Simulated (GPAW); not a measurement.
## Screening of a field by Li/Ta(110)

Wanted: the out-of-plane polarisability of Li/Ta(110).

Method: GPAW, PAW setups; slab in vacuum, relaxation, in the first sound run; inputs show where later runs differ, in GPAW 26.7.0.

## (1) The structure

The cell holds 5 atoms: 4 Ta and 1 Li. Its edges and angles: a = 2.867 Å, b = 2.867 Å, c = 28.151 Å, α = 90.0°, β = 90.0°, γ = 70.5°. Vacuum lies along c.

Structure file:

```cif
data_structure
_symmetry_space_group_name_H-M 'P 1'
_symmetry_Int_Tables_number 1
_cell_length_a 2.8665
_cell_length_b 2.8665
_cell_length_c 28.1506
_cell_angle_alpha 90.000
_cell_angle_beta 90.000
_cell_angle_gamma 70.529
_cell_volume 218.09
loop_
_atom_site_label
_atom_site_type_symbol
_atom_site_fract_x
_atom_site_fract_y
_atom_site_fract_z
_atom_site_occupancy
Ta1 Ta 0.00000 0.00000 0.31971 1
Ta2 Ta 0.50000 0.50000 0.40285 1
Ta3 Ta 0.00000 0.00000 0.48600 1
Ta4 Ta 0.50000 0.50000 0.56914 1
Li5 Li 0.50000 0.50000 0.68029 1
```

## (2) Relaxing the atoms

Forces are removed first; all later runs use this geometry. The lowest 2 atoms are held at bulk positions and keep their forces.

Contents of run.py:

```python
import json
import numpy as np
from ase import Atoms
from ase.constraints import FixAtoms
from ase.optimize import BFGS
from gpaw import GPAW, PW

slab = Atoms(
    ['Ta', 'Ta', 'Ta', 'Ta', 'Li'],
    positions=[
        [0.00000, 0.00000, 9.00000],
        [2.34052, 0.00000, 11.34052],
        [0.00000, 0.00000, 13.68105],
        [2.34052, 0.00000, 16.02157],
        [2.34052, 0.00000, 19.15057]],
    cell=[[2.34052, -1.655, 0.0], [2.34052, 1.655, 0.0], [0.0, 0.0, 28.15057]],
    pbc=[True, True, False])

slab.calc = GPAW(mode=PW(400), xc='PBE', kpts={'size': (12, 12, 1), 'gamma': True},
                 occupations={'name': 'fermi-dirac', 'width': 0.1}, nbands='300%',
                 convergence={'density': 1e-05}, maxiter=200,
                 poissonsolver={'dipolelayer': 'xy'},
                 symmetry={'tolerance': 1e-3, 'extra_ids': [1, 1, 0, 0, 0]}, txt='slab.txt')
result = {}
slab.set_constraint(FixAtoms([0, 1]))
path = []
opt = BFGS(slab, maxstep=0.2)
opt.attach(lambda: path.append((slab.get_potential_energy(), slab.positions.tolist(), slab.get_forces().tolist())))
result['relaxed'] = bool(opt.run(fmax=0.03, steps=40))
result['path'] = path
energy = slab.get_potential_energy()
fermi = slab.calc.get_fermi_level()
v = slab.calc.get_electrostatic_potential().mean((0, 1)) - fermi
n = slab.calc.get_pseudo_density().mean((0, 1))
L = slab.cell[2, 2]
z = np.arange(len(v)) * L / len(v)
low, high = slab.positions[:, 2].min(), slab.positions[:, 2].max()
below, above = np.interp([low - 6.8, high + 6.8], z, v)
slopes = [np.interp(x, z, np.gradient(v, z)) for x in (low - 6.8, high + 6.8)]
eps = np.array([[slab.calc.get_eigenvalues(k, s) for k in range(len(slab.calc.get_ibz_k_points()))]
                for s in range(slab.calc.get_number_of_spins())]) - fermi
top, bottom = eps[eps < 0].max(), eps[eps > 0].min()
dipole = slab.get_dipole_moment()[2]
print(f'energy {energy:.4f} eV, Fermi level {fermi:.4f} eV, dipole {dipole:.5f} e A')
print(f'potential 6.8 A off the faces, from the Fermi level: lower {below:.4f} eV, upper {above:.4f} eV')
print(f'slope of the potential there: lower {slopes[0]:.5f}, upper {slopes[1]:.5f} eV/A')
print(f'nearest levels on the mesh: {top:.4f} and {bottom:.4f} eV')
print('magnetic moment', round(slab.get_magnetic_moment(), 3))
result.update(energy=energy, fermi=fermi, dipole=dipole, below=below, above=above, slopes=slopes, edges=[top, bottom],
              z=z.tolist(), v=v.tolist(), n=n.tolist(), positions=slab.positions.tolist(),
              forces=slab.get_forces(apply_constraint=False).tolist(), moments=slab.get_magnetic_moments().tolist())
json.dump(result, open('result.json', 'w'))
```

Command:

```
OMP_NUM_THREADS=1 OPENBLAS_NUM_THREADS=1 python run.py
```

Log:

```text
Step          Energy          fmax
BFGS:    0      -39.214268        0.377545
BFGS:    1      -39.217127        0.374728
BFGS:    2      -39.265715        0.455737
BFGS:    3      -39.268860        0.370895
BFGS:    4      -39.278747        0.175026
BFGS:    5      -39.284053        0.238572
BFGS:    6      -39.285946        0.297252
BFGS:    7      -39.288880        0.334907
BFGS:    8      -39.296252        0.349707
BFGS:    9      -39.305531        0.239022
BFGS:   10      -39.310467        0.056277
BFGS:   11      -39.311149        0.010732
energy -39.2178 eV, Fermi level 1.6867 eV, dipole 0.04885 e A
potential 6.8 A off the faces, from the Fermi level: lower 4.8027 eV, upper 3.6607 eV
slope of the potential there: lower 0.00009, upper 0.00013 eV/A
nearest levels on the mesh: -0.0084 and 0.0194 eV
magnetic moment 0.0
```

Wall time 79 min (1 thread of Intel Xeon Platinum 8259CL at 2.50GHz (Skylake/Cascade Lake), shared host); peak memory 0.43 GiB.

Relaxation path:

```
step  energy less that of the first step (eV)  largest force (eV/Å)
   1                                   0.0000                0.3775
   2                                  -0.0028                0.3747
   3                                  -0.0519                0.4557
   4                                  -0.0549                0.3709
   5                                  -0.0644                0.1750
   6                                  -0.0697                0.2386
   7                                  -0.0718                0.2973
   8                                  -0.0753                0.3349
   9                                  -0.0844                0.3497
  10                                  -0.0967                0.2390
  11                                  -0.1036                0.0563
  12                                  -0.1044                0.0107
```

The atoms that moved most (Å):

```
atom     dx     dy      dz  length
 Li5  0.000  0.000  -0.450   0.450
 Ta4  0.000  0.000  -0.073   0.073
```

Final coordinates:

```xyz
5
Lattice="2.3405 -1.6550 0.0000 2.3405 1.6550 0.0000 0.0000 0.0000 28.1506" Properties=species:S:1:pos:R:3
Ta    0.0000    0.0000    9.0000
Ta    2.3405    0.0000   11.3405
Ta    0.0000    0.0000   13.6802
Ta    2.3405    0.0000   15.9483
Li    2.3405    0.0000   18.7003
```

This step gave:

| Property | Result |
| --- | --- |
| dipole along the normal | 0.04885 e·Å |
| levels nearest the Fermi level on the mesh | -0.008416, 0.01943 eV from the Fermi level |
| upper work function | 3.661 eV |
| lower work function | 4.803 eV |

The electrostatic potential energy of an electron (without an applied field's), less the Fermi level, planar mean oscillates, so the rows of the table below give means over windows of 2.29 Å about each position, cut where the curve ends. Its maxima inside the range that stand out by 2 % of the span (Å: eV): 10.2: -1.33, 12.5: -1.28, 14.8: -1.98, 17.5: 2.06. Its minima: 9.0: -25.3, 11.4: -25.2, 13.7: -25.2, 16.0: -25.4, 18.8: -4.11.

The electrostatic potential energy of an electron (without an applied field's), less the Fermi level, planar mean by z; means over each step:

z (Å), electrostatic potential energy of an electron (without an applied field's), less the Fermi level, planar mean (eV) and a bar from the least value:
```
     1.15        4.8 ##############################
     3.44        4.8 ##############################
     5.72        4.7 ##############################
     8.02       -6.6 ##########
    10.30      -11.5 ##
    12.59      -11.5 ##
    14.88      -12.4 
    17.18       -4.7 #############
    19.46       -0.4 #####################
    21.75        3.5 ############################
    24.04        3.7 ############################
    26.34        3.7 ############################
```

The pseudo valence density, planar mean oscillates, so the rows of the table below give means over windows of 2.29 Å about each position, cut where the curve ends. Its maxima inside the range that stand out by 2 % of the span (Å: e/Å³): 9.0: 1.51, 11.3: 1.47, 13.8: 1.47, 15.8: 1.46. Its minima: 10.2: 0.279, 12.5: 0.275, 14.8: 0.299.

The pseudo valence density, planar mean by z; means over each step:

z (Å), pseudo valence density, planar mean (e/Å³) and a bar:
```
     3.44       0.00 
     5.72       0.00 
     8.02       0.46 ###################
    10.30       0.70 ############################
    12.59       0.70 ############################
    14.88       0.75 ##############################
    17.18       0.34 ##############
    19.46       0.03 #
    21.75       0.00 
    24.04       0.00
```

The relaxation lowered the energy of the cell by 0.104 eV (energies extrapolated to zero smearing; the optimiser's log prints free energies). The largest force left on a free atom is 0.011 eV/Å.

## (3) Plane waves, PBE

The work function is the vacuum plateau of the electrostatic potential less the Fermi level; a dipole layer lets the two faces have plateaus of their own.

This step: GPAW, PAW setups; slab in vacuum (GPAW 26.7.0).

run.py: that of step 2 with these lines changed.

```diff
@@ -3,4 +3,2 @@
 from ase import Atoms
-from ase.constraints import FixAtoms
-from ase.optimize import BFGS
 from gpaw import GPAW, PW
@@ -11,6 +9,6 @@
         [0.00000, 0.00000, 9.00000],
-        [2.34052, 0.00000, 11.34052],
-        [0.00000, 0.00000, 13.68105],
-        [2.34052, 0.00000, 16.02157],
-        [2.34052, 0.00000, 19.15057]],
+        [2.34052, -0.00000, 11.34052],
+        [0.00000, 0.00000, 13.68015],
+        [2.34052, -0.00000, 15.94831],
+        [2.34052, -0.00000, 18.70031]],
     cell=[[2.34052, -1.655, 0.0], [2.34052, 1.655, 0.0], [0.0, 0.0, 28.15057]],
@@ -22,10 +20,4 @@
                  poissonsolver={'dipolelayer': 'xy'},
-                 symmetry={'tolerance': 1e-3, 'extra_ids': [1, 1, 0, 0, 0]}, txt='slab.txt')
+                 symmetry={'tolerance': 1e-3}, txt='slab.txt')
 result = {}
-slab.set_constraint(FixAtoms([0, 1]))
-path = []
-opt = BFGS(slab, maxstep=0.2)
-opt.attach(lambda: path.append((slab.get_potential_energy(), slab.positions.tolist(), slab.get_forces().tolist())))
-result['relaxed'] = bool(opt.run(fmax=0.03, steps=40))
-result['path'] = path
 energy = slab.get_potential_energy()
```

Log:

```text
energy -39.2178 eV, Fermi level 1.6867 eV, dipole 0.04883 e A
potential 6.8 A off the faces, from the Fermi level: lower 4.8027 eV, upper 3.6606 eV
slope of the potential there: lower 0.00010, upper 0.00013 eV/A
nearest levels on the mesh: -0.0084 and 0.0194 eV
magnetic moment 0.0
```

The job ended after 10 min (1 thread; peak memory 0.42 GiB).

Numbers from this step:

* dipole along the normal: 0.04883 e·Å
* levels nearest the Fermi level on the mesh: -0.008409, 0.01940 eV from the Fermi level

The electrostatic potential energy of an electron (without an applied field's), less the Fermi level, planar mean oscillates, so the rows of the table below give means over windows of 2.29 Å about each position, cut where the curve ends. Its maxima inside the range that stand out by 2 % of the span (Å: eV): 10.2: -1.33, 12.5: -1.28, 14.8: -1.98, 17.5: 2.06. Its minima: 9.0: -25.3, 11.4: -25.2, 13.7: -25.2, 16.0: -25.4, 18.8: -4.11.

Electrostatic potential energy of an electron (without an applied field's), less the Fermi level, planar mean against z; means over each step:

```
z (Å)  electrostatic potential energy of an electron (without an applied field's), less the Fermi level, planar mean (eV)
 1.15                                                                                                                4.76
 3.44                                                                                                                4.80
 5.72                                                                                                                4.70
 8.02                                                                                                               -6.55
10.30                                                                                                               -11.5
12.59                                                                                                               -11.5
14.88                                                                                                               -12.4
17.18                                                                                                               -4.66
19.46                                                                                                              -0.414
21.75                                                                                                                3.52
24.04                                                                                                                3.66
26.34                                                                                                                3.66
```

The pseudo valence density, planar mean oscillates, so the rows of the table below give means over windows of 2.29 Å about each position, cut where the curve ends. Its maxima inside the range that stand out by 2 % of the span (Å: e/Å³): 9.0: 1.51, 11.3: 1.47, 13.8: 1.47, 15.8: 1.46. Its minima: 10.2: 0.279, 12.5: 0.275, 14.8: 0.299.

Table of pseudo valence density, planar mean by z; means over each step:

z (Å), pseudo valence density, planar mean (e/Å³) and a bar:
```
     3.44       0.00 
     5.72       0.00 
     8.02       0.46 ###################
    10.30       0.70 ############################
    12.59       0.70 ############################
    14.88       0.75 ##############################
    17.18       0.34 ##############
    19.46       0.03 #
    21.75       0.00 
    24.04       0.00
```

Force by atom:

```
atom  x (eV/Å)  y (eV/Å)  z (eV/Å)   size
 Ta1     0.000     0.000     0.385  0.385
 Ta2     0.000     0.000    -0.390  0.390
 Ta3     0.000     0.000     0.002  0.002
 Ta4     0.000     0.000    -0.007  0.007
 Li5     0.000     0.000     0.011  0.011
```

The potential is flat to 1.3e-4 eV/Å where it is read, so the vacuum is wide enough.

## (4) In a field

A uniform field along the normal polarises the slab; the atoms stay fixed, so this is the electronic response alone.

run.py: that of step 3 with these lines changed.

```diff
@@ -4,2 +4,3 @@
 from gpaw import GPAW, PW
+from gpaw.external import ConstantElectricField
 
@@ -20,2 +21,3 @@
                  poissonsolver={'dipolelayer': 'xy'},
+                 external=ConstantElectricField(-0.2, [0, 0, 1]),
                  symmetry={'tolerance': 1e-3}, txt='slab.txt')
```

Log:

```text
energy -39.2198 eV, Fermi level 1.6969 eV, dipole -0.07259 e A
potential 6.8 A off the faces, from the Fermi level: lower 3.3612 eV, upper 5.0571 eV
slope of the potential there: lower -0.00022, upper 0.00013 eV/A
nearest levels on the mesh: -0.0072 and 0.0203 eV
magnetic moment 0.0
```

Run time: 18 min. Hardware: 1 thread; peak memory 0.66 GiB.

Numbers from this step:

```yaml
dipole_along_the_normal: -0.07259 e·Å
levels_nearest_the_fermi_level_on_the_mesh: -0.007169, 0.02028 eV from the Fermi level
potential_below_the_slab_the_applied_field_s_own_ramp_left_out: 3.361 eV from the Fermi level
potential_above_the_slab_the_applied_field_s_own_ramp_left_out: 5.057 eV from the Fermi level
```

The electrostatic potential energy of an electron (without an applied field's), less the Fermi level, planar mean oscillates, so the rows of the table below give means over windows of 2.29 Å about each position, cut where the curve ends. Its maxima inside the range that stand out by 2 % of the span (Å: eV): 10.2: -2.10, 12.5: -1.59, 14.8: -1.83, 17.6: 2.76. Its minima: 9.0: -26.4, 11.4: -25.7, 13.7: -25.3, 16.0: -25.0, 18.8: -3.16.

The electrostatic potential energy of an electron (without an applied field's), less the Fermi level, planar mean by z; means over each step:

```
z (Å)  electrostatic potential energy of an electron (without an applied field's), less the Fermi level, planar mean (eV)
 1.15                                                                                                                3.43
 3.44                                                                                                                3.36
 5.72                                                                                                                3.28
 8.02                                                                                                               -7.77
10.30                                                                                                               -12.3
12.59                                                                                                               -11.7
14.88                                                                                                               -12.2
17.18                                                                                                               -4.03
19.46                                                                                                               0.683
21.75                                                                                                                4.89
24.04                                                                                                                5.05
26.34                                                                                                                5.06
```

Force by atom:

```
atom  x (eV/Å)  y (eV/Å)  z (eV/Å)   size
 Ta1     0.000     0.000     0.390  0.390
 Ta2     0.000     0.000    -0.396  0.396
 Ta3     0.000     0.000     0.003  0.003
 Ta4     0.000     0.000    -0.012  0.012
 Li5     0.000     0.000     0.018  0.018
```

The dipole is now -0.0726 e Å, against 0.049 in the run without a field.

## (5) Field on

run.py: that of step 4 with these lines changed.

```diff
@@ -21,3 +21,3 @@
                  poissonsolver={'dipolelayer': 'xy'},
-                 external=ConstantElectricField(-0.2, [0, 0, 1]),
+                 external=ConstantElectricField(-0.1, [0, 0, 1]),
                  symmetry={'tolerance': 1e-3}, txt='slab.txt')
```

Log:

```text
energy -39.2158 eV, Fermi level 1.6928 eV, dipole -0.01177 e A
potential 6.8 A off the faces, from the Fermi level: lower 4.0806 eV, upper 4.3556 eV
slope of the potential there: lower -0.00004, upper 0.00009 eV/A
nearest levels on the mesh: -0.0078 and 0.0197 eV
magnetic moment 0.0
```

The job ended after 17 min (1 thread; peak memory 0.65 GiB).

Numbers from this step:

| Quantity | Value |
| --- | --- |
| dipole along the normal | -0.01177 e·Å |
| levels nearest the Fermi level on the mesh | -0.007772, 0.01974 eV from the Fermi level |
| potential below the slab, the applied field's own ramp left out | 4.081 eV from the Fermi level |
| potential above the slab, the applied field's own ramp left out | 4.356 eV from the Fermi level |

The electrostatic potential energy of an electron (without an applied field's), less the Fermi level, planar mean oscillates, so the rows of the table below give means over windows of 2.29 Å about each position, cut where the curve ends. Its maxima inside the range that stand out by 2 % of the span (Å: eV): 10.2: -1.72, 12.5: -1.44, 14.8: -1.90, 17.5: 2.41. Its minima: 9.0: -25.8, 11.4: -25.5, 13.7: -25.2, 16.0: -25.2, 18.8: -3.64.

Table of electrostatic potential energy of an electron (without an applied field's), less the Fermi level, planar mean by z; means over each step:

```
z (Å)  electrostatic potential energy of an electron (without an applied field's), less the Fermi level, planar mean (eV)
 1.15                                                                                                                4.09
 3.44                                                                                                                4.08
 5.72                                                                                                                3.99
 8.02                                                                                                               -7.16
10.30                                                                                                               -11.9
12.59                                                                                                               -11.6
14.88                                                                                                               -12.3
17.18                                                                                                               -4.35
19.46                                                                                                               0.135
21.75                                                                                                                4.20
24.04                                                                                                                4.35
26.34                                                                                                                4.36
```

Force by atom:

```
atom  x (eV/Å)  y (eV/Å)  z (eV/Å)   size
 Ta1     0.000     0.000     0.387  0.387
 Ta2     0.000     0.000    -0.393  0.393
 Ta3     0.000     0.000     0.003  0.003
 Ta4     0.000     0.000    -0.010  0.010
 Li5     0.000     0.000     0.014  0.014
```

The dipole is now -0.0118 e Å, against 0.049 in the run without a field.

(Part 1 of 2 ends here.)

[Logs are printed without paths, hosts, clocks, repeated set-up lines and the standing remarks that a program may print on its own settings, such as how far it seeks lower states.]

[Hosts, paths, dates, database ids (printed as entryN), source tags and the programs' standing remarks are cut or masked in the printed files.]
